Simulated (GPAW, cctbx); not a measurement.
# HfAl2Pt3: what bonding does to one electron reflection, worked out

HfAl2Pt3, P6/mmm (no. 191), a = 5.4199 Å, b = 5.4199 Å, c = 4.0060 Å, α = 90.00°, β = 90.00°, γ = 120.00°.

| atom | mult. | x | y | z |
| --- | --- | --- | --- | --- |
| Pt1 | 3 | 0 | 1/2 | 1/2 |
| Hf1 | 1 | 0 | 0 | 0 |
| Al1 | 2 | 2/3 | 1/3 | 0 |

The start was made by putting kin elements into a known structure type; the compound need not exist, or be stable, in this form.

A DFT run (GPAW, PBE, 450 eV, 6×5×5 k-points (along the axes of the calculation cell), Fermi–Dirac width 0.1 eV) gives the static X-ray structure factor of 100 as 17.558 e for the conventional cell; superposed free atoms give 17.362 e. **Problem.** Find the Fourier component V of the crystal potential and the two-beam extinction distance at 300 kV in both cases.

## 1. Geometry

The cell volume is Ω = 101.91 Å³ and d(100) = 4.6938 Å, so g = 1/d = 0.2130 Å⁻¹.

## 2. The nuclei

Electrons feel nuclei as well as electrons, so the nuclear charges are summed with the same phases.

Phase sums Σ exp(2πi h·x), turned so that the total is real and positive: Pt +1.000, Hf -1.000, Al +1.000. Then F_Z = 78 × (+1.000) + 72 × (-1.000) + 13 × (+1.000) = 19.00 e. The electron term has the same sign for this reflection.

## 3. Mott–Bethe

Poisson's equation, term by term, gives V = (e/4πε₀)(F_Z − F)/(πΩg²), with e/4πε₀ = 14.3996 V Å.

The prefactor is 14.3996 × 4.6938²/(π × 101.91) = 0.99089 V per electron. Free atoms: (19.00 − 17.362) × 0.99089 = 1.623 V. Crystal: (19.00 − 17.558) × 0.99089 = 1.429 V. F changes by +1.13 % and V by -12.0 %: the same 0.20 e is measured against F_Z − F = 1.6 e in place of F = 17.4 e.

## 4. Extinction distance

In the two-beam case ξ = 1/(λU) with U = 2γm₀eV/h², that is ξ = 150.41 V Å²/(γλV).

At 300 kV, λ = 0.01969 Å and γ = 1.5871. Free atoms: ξ = 2966 Å. Crystal: ξ = 3369 Å. The thickness fringes go as sin²(πt/ξ), so the two patterns slip by a quarter of a period when t|1/ξ₁ − 1/ξ₀| = 1/4, at t ≈ 620 nm. Thermal motion, absorption and many-beam coupling, left out here, change a real pattern.

## 5. Answer

V(100) is 1.43 V against 1.62 V, and ξ is 3369 against 2966 Å. Limits: static atoms, two beams.
